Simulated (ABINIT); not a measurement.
# A GW chain in ABINIT: AlN (F-43m)

Aim: the G0W0 gap of AlN (F-43m) on PBE, step by step.

Calculated with ABINIT 10.8.3; PBE and many-body steps on it, plane waves.

### Step 1. The structure

The structure is cubic, space group F-43m (No. 216). The conventional cell has a = 4.368 Å, b = 4.368 Å, c = 4.368 Å, α = 90.00°, β = 90.00°, γ = 90.00°. Nearest to Al lie 4 N at 1.89 Å. Nearest to N lie 4 Al at 1.89 Å. Farther neighbours and most contacts between anions are not listed.

Structure file:

```cif
data_structure
_symmetry_space_group_name_H-M 'F-43m'
_symmetry_Int_Tables_number 216
_cell_length_a 4.3680
_cell_length_b 4.3680
_cell_length_c 4.3680
_cell_angle_alpha 90.000
_cell_angle_beta 90.000
_cell_angle_gamma 90.000
_cell_volume 83.34
loop_
_atom_site_label
_atom_site_type_symbol
_atom_site_symmetry_multiplicity
_atom_site_Wyckoff_symbol
_atom_site_fract_x
_atom_site_fract_y
_atom_site_fract_z
_atom_site_occupancy
Al1 Al 4 a 0.00000 0.00000 0.00000 1
N1 N 4 c 0.25000 0.25000 0.25000 1
```

The cell and positions are those that the Materials Project relaxed with its own functionals (PBE, PBE+U or r2SCAN), kept fixed. This is not the form that AlN usually takes at ambient conditions.

### Step 2. Ground state

This step: ABINIT 10.8.3; DFT, PBE, plane waves, norm-conserving pseudopotentials.

The ground-state density comes first.

The input, run.abi:

```
acell 3*1.0 Angstrom
rprim 
  -0.000000000000 2.183993559600 2.183993559600
  2.183993559600 -0.000000000000 2.183993559600
  2.183993559600 2.183993559600 -0.000000000000
ntypat 2
znucl 13 7
natom 2
typat 1 2
xred 
  0.000000000000 0.000000000000 0.000000000000
  0.750000000000 0.750000000000 0.750000000000
pp_dirpath "pseudos"
pseudos "Al.upf, N.upf"
ecut 36
ngkpt 8 8 8
nshiftk 1
shiftk 0 0 0
kptopt 1
chksymbreak 0
nband 9
occopt 1
tolvrs 1e-10
nstep 60
prtwf 0
optforces 0
optstress 0
indata_prefix "in"
outdata_prefix "out"
tmpdata_prefix "tmp"
```

On the command line:

```
OMP_NUM_THREADS=1 mpirun -n 4 abinit run.abi > log
```

Numbers of over 12 decimals in the logs are rounded to 6 here.

Output:

```text
.Version 10.8.3 of ABINIT. v10.8.2 released Aug 2026.

 Symmetries : space group F-4 3 m (#216); Bravais cF (face-center cubic)
================================================================================
 Values of the parameters that define the memory need of the present run
     intxc =       0    ionmov =       0      iscf =       7    lmnmax =       6
     lnmax =       6     mgfft =      32  mpssoang =       3    mqgrid =    3001
     natom =       2  nloc_mem =       1    nspden =       1   nspinor =       1
    nsppol =       1      nsym =      24    n1xccc =    2501    ntypat =       2
    occopt =       1   xclevel =       2
-    mband =           9        mffmem =           1         mkmem =           8
       mpw =        1475          nfft =       32768          nkpt =          29
================================================================================
  Rough estimation (10% accuracy) of disk space for files :
================================================================================

--------------------------------------------------------------------------------
------------- Echo of variables that govern the present computation ------------
--------------------------------------------------------------------------------
 -outvars: echo values of preprocessed input variables --------
            acell      1.8897261259E+00  1.8897261259E+00  1.8897261259E+00 Bohr

      chksymbreak           0
             ecut      3.60000000E+01 Hartree
-          fftalg         312

              ixc     -101130
              kpt      0.00000000E+00  0.00000000E+00  0.00000000E+00
                       1.25000000E-01  0.00000000E+00  0.00000000E+00
                       2.50000000E-01  0.00000000E+00  0.00000000E+00
                       3.75000000E-01  0.00000000E+00  0.00000000E+00
                       5.00000000E-01  0.00000000E+00  0.00000000E+00
                       1.25000000E-01  1.25000000E-01  0.00000000E+00
                       2.50000000E-01  1.25000000E-01  0.00000000E+00
                       3.75000000E-01  1.25000000E-01  0.00000000E+00
                       5.00000000E-01  1.25000000E-01  0.00000000E+00
   [... 18 further rows ...]
                      -3.75000000E-01  5.00000000E-01  1.25000000E-01
                      -2.50000000E-01  5.00000000E-01  2.50000000E-01
         kptrlatt        8    0    0      0    8    0      0    0    8
          kptrlen      4.66933685E+01
P           mkmem           8
            natom           2
            nband           9
            ngfft          32      32      32
             nkpt          29
            nstep          60
             nsym          24
           ntypat           2
              occ      2.000000  2.000000  2.000000  2.000000  0.000000  0.000000
[...]
optforces           0
        optstress           0
            prtwf           0
            rprim     -0.0000000000E+00  2.1839935596E+00  2.1839935596E+00
[...]
spgroup         216

           tolvrs      1.00000000E-10

             xred      0.0000000000E+00  0.0000000000E+00  0.0000000000E+00
[...]
znucl       13.00000    7.00000

================================================================================

 chkinp: Checking input parameters for consistency.

================================================================================
== DATASET  1 ==================================================================
-   mpi_nproc: 4, omp_nthreads: 1 (-1 if OMP is not activated)

--- !DatasetInfo
iteration_state: {dtset: 1, }
dimensions: {natom: 2, nkpt: 29, mband: 9, nsppol: 1, nspinor: 1, nspden: 1, mpw: 1475, }
cutoff_energies: {ecut:  36.0, pawecutdg:  -1.0, }
electrons: {nelect:   8.00000000E+00, charge:   0.00000000E+00, occopt:   1.00000000E+00, tsmear:   1.00000000E-02, }

 Real(R)+Recip(G) space primitive vectors, cartesian coordinates (Bohr,Bohr^-1):
 R(1)=  0.0000000  4.1271497  4.1271497  G(1)= -0.1211490  0.1211490  0.1211490
 R(2)=  4.1271497  0.0000000  4.1271497  G(2)=  0.1211490 -0.1211490  0.1211490
 R(3)=  4.1271497  4.1271497  0.0000000  G(3)=  0.1211490  0.1211490 -0.1211490
 Unit cell volume ucvol=  1.4059849E+02 bohr^3
 Angles (23,13,12)=  6.00000000E+01  6.00000000E+01  6.00000000E+01 degrees

 getcut: wavevector=  0.0000  0.0000  0.0000  ngfft=  32  32  32
         ecut(hartree)=     36.000   => boxcut(ratio)=   2.02987

--- Pseudopotential description ------------------------------------------------
- Al Generated using ONCVPSP code by D. R. Hamann
- 13.00000   3.00000  171031                  znucl, zion, pspdat
12 -101130 2 -1 1876                          pspcod,pspxc,lmax,lloc,mmax
     nproj     2     2     2
  pspatm : epsatm=    4.08140545
         --- l  ekb(1:nproj) -->
[...]
pspatm: atomic psp has been read  and splines computed

- N Generated using ONCVPSP code by D. R. Hamann
-  7.00000   5.00000  171031                  znucl, zion, pspdat
12 -101130 1 -1 1058                          pspcod,pspxc,lmax,lloc,mmax
     nproj     2     2     0
  pspatm : epsatm=    5.20977870
         --- l  ekb(1:nproj) -->
[...]
1   -4.293905   -1.006988
 pspatm: atomic psp has been read  and splines computed

   7.43294732E+01                                ecore*ucvol(ha*bohr**3)
--------------------------------------------------------------------------------

_setup2: Arith. and geom. avg. npw (full set) are    1449.447    1449.423

================================================================================

--- !BeginCycle
iteration_state: {dtset: 1, }
solver: {iscf: 7, nstep: 60, nline: 4, wfoptalg: 0, }
tolerances: {tolvrs: 1.00E-10, }

     iter   Etot(hartree)      deltaE(h)  residm     vres2
 ETOT  1  -12.634092342631    -1.263E+01 1.154E-01 5.062E+02
 ETOT  2  -12.674579766554    -4.049E-02 1.118E-02 3.909E+02
 ETOT  3  -12.792254021089    -1.177E-01 3.968E-03 7.560E-01
 ETOT  4  -12.792395939617    -1.419E-04 2.268E-03 1.058E-02
 ETOT  5  -12.792396619737    -6.801E-07 1.683E-04 5.916E-04
 ETOT  6  -12.792396656975    -3.724E-08 2.226E-04 2.127E-06
 ETOT  7  -12.792396657092    -1.169E-10 1.632E-05 4.114E-07
 ETOT  8  -12.792396657207    -1.152E-10 2.316E-05 3.147E-09
 ETOT  9  -12.792396657208    -7.461E-13 1.662E-06 3.158E-10
 ETOT 10  -12.792396657208     1.776E-14 2.539E-06 1.021E-11

 At SCF step   10       vres2   =  1.02E-11 < tolvrs=  1.00E-10 =>converged.

--- !ResultsGS
iteration_state: {dtset: 1, }
comment   : Summary of ground state results
lattice_vectors:
- [ -0.0000000,   4.1271497,   4.1271497, ]
- [  4.1271497,  -0.0000000,   4.1271497, ]
- [  4.1271497,   4.1271497,  -0.0000000, ]
lattice_lengths: [   5.83667,    5.83667,    5.83667, ]
lattice_angles: [ 60.000,  60.000,  60.000, ] # degrees, (23, 13, 12)
lattice_volume:   1.4059849E+02
convergence: {deltae:  1.776E-14, res2:  1.021E-11, residm:  2.539E-06, diffor:  0.000E+00, }
etotal    :  -1.27923967E+01
entropy   :   0.00000000E+00
fermie    :   1.89575042E-01
cartesian_stress_tensor: null
pressure_GPa: null
xred      :
- [  0.0000E+00,   0.0000E+00,   0.0000E+00, Al]
- [  7.5000E-01,   7.5000E-01,   7.5000E-01,  N]
cartesian_forces: null
force_length_stats: {min: null, max: null, mean: null, }

 Integrated electronic density in atomic spheres:
 ------------------------------------------------
 Atom  Sphere_radius  Integrated_density
    1        2.00000          1.10832935
    2        2.00000          5.38580503
================================================================================

 ----iterations are completed or convergence reached----

 Mean square residual over all n,k,spin=   11.386E-09; max=  25.386E-07
 reduced coordinates (array xred) for    2 atoms
       0.000000000000      0.000000000000      0.000000000000
       0.750000000000      0.750000000000      0.750000000000
 rms dE/dt=  0.0000E+00; max dE/dt=  0.0000E+00; dE/dt below (all hartree)
    1       0.000000000000      0.000000000000      0.000000000000
    2       0.000000000000      0.000000000000      0.000000000000

 cartesian coordinates (angstrom) at end:
    1      0.000000     0.000000     0.000000
    2      3.275990     3.275990     3.275990
 length scales=  1.889726125908  1.889726125908  1.889726125908 bohr
              =  1.000000000000  1.000000000000  1.000000000000 angstroms
 prteigrs : about to open file out_EIG
 Fermi (or HOMO) energy (hartree) =   0.18958   Average Vxc (hartree)=  -0.39437
 Eigenvalues (hartree) for nkpt=  29  k points:
 kpt#   1, nband=  9, wtk=  0.00195, kpt=  0.0000  0.0000  0.0000 (reduced coord)
  -0.36046    0.18958    0.18958    0.18958    0.34363    0.65223    0.65223    0.65223
   0.84170
 prteigrs : prtvol=0 or 1, do not print more k-points.

--- !EnergyTerms
iteration_state     : {dtset: 1, }
comment             : Components of total free energy in Hartree
kinetic             :  8.18806009915906E+00
hartree             :  2.82096206911135E+00
xc                  : -4.24885300507606E+00
Ewald energy        : -1.08999795989279E+01
psp_core            :  5.28664802613182E-01
local_psp           : -8.51484725719231E+00
non_local_psp       : -6.66403766895545E-01
total_energy        : -1.27923966572082E+01
total_energy_eV     : -3.48098846451088E+02
band_energy         :  3.20550667474452E-02

== END DATASET(S) ==============================================================
================================================================================

 -outvars: echo values of variables after computation  --------
           etotal     -1.2792396657E+01
            nband           9
             nkpt          29
          spgroup         216
 [... the other variables as echoed above ...]

 Calculation completed.
```

Wall time 4 s (4 MPI ranks of Intel Xeon Platinum 8559C (Emerald Rapids), shared host); peak memory 0.29 GiB; 15 s of CPU time.

Numbers from this step:

| Quantity | Value |
| --- | --- |
| total energy | -348.0988 eV |
| gap | 3.325 eV |
| k of the valence top | 0, 0, 0 |
| k of the conduction bottom | 0.5, 0.5, 0 |
| least direct gap | 4.192 eV |

The gap is indirect, with the least direct gap 0.87 eV higher.

(Part 1 of 3 ends here.)

[Paths, hosts, dates, memory and timing lines, banners, echoed tables and standing remarks are left out of the program output.]

[Logs are printed without paths, hosts, clocks, repeated set-up lines and the standing remarks that a program may print on its own settings, such as how far it seeks lower states.]

[Runs of the session that timed out or met a known fault of the program may be left out.]

[Hosts, paths, dates, database ids (printed as entryN), source tags and the programs' standing remarks are cut or masked in the printed files.]

[G0W0 gaps are taken among the corrected bands and points alone; a level outside them can change the order at an edge.]

[Where Ansatz stands beside ABINIT at settings called matched, ABINIT's density can come from a denser mesh and the files from another edition; pairs whose starting gaps differed by over 0.03 eV were left out, so agreement reads better than it is.]
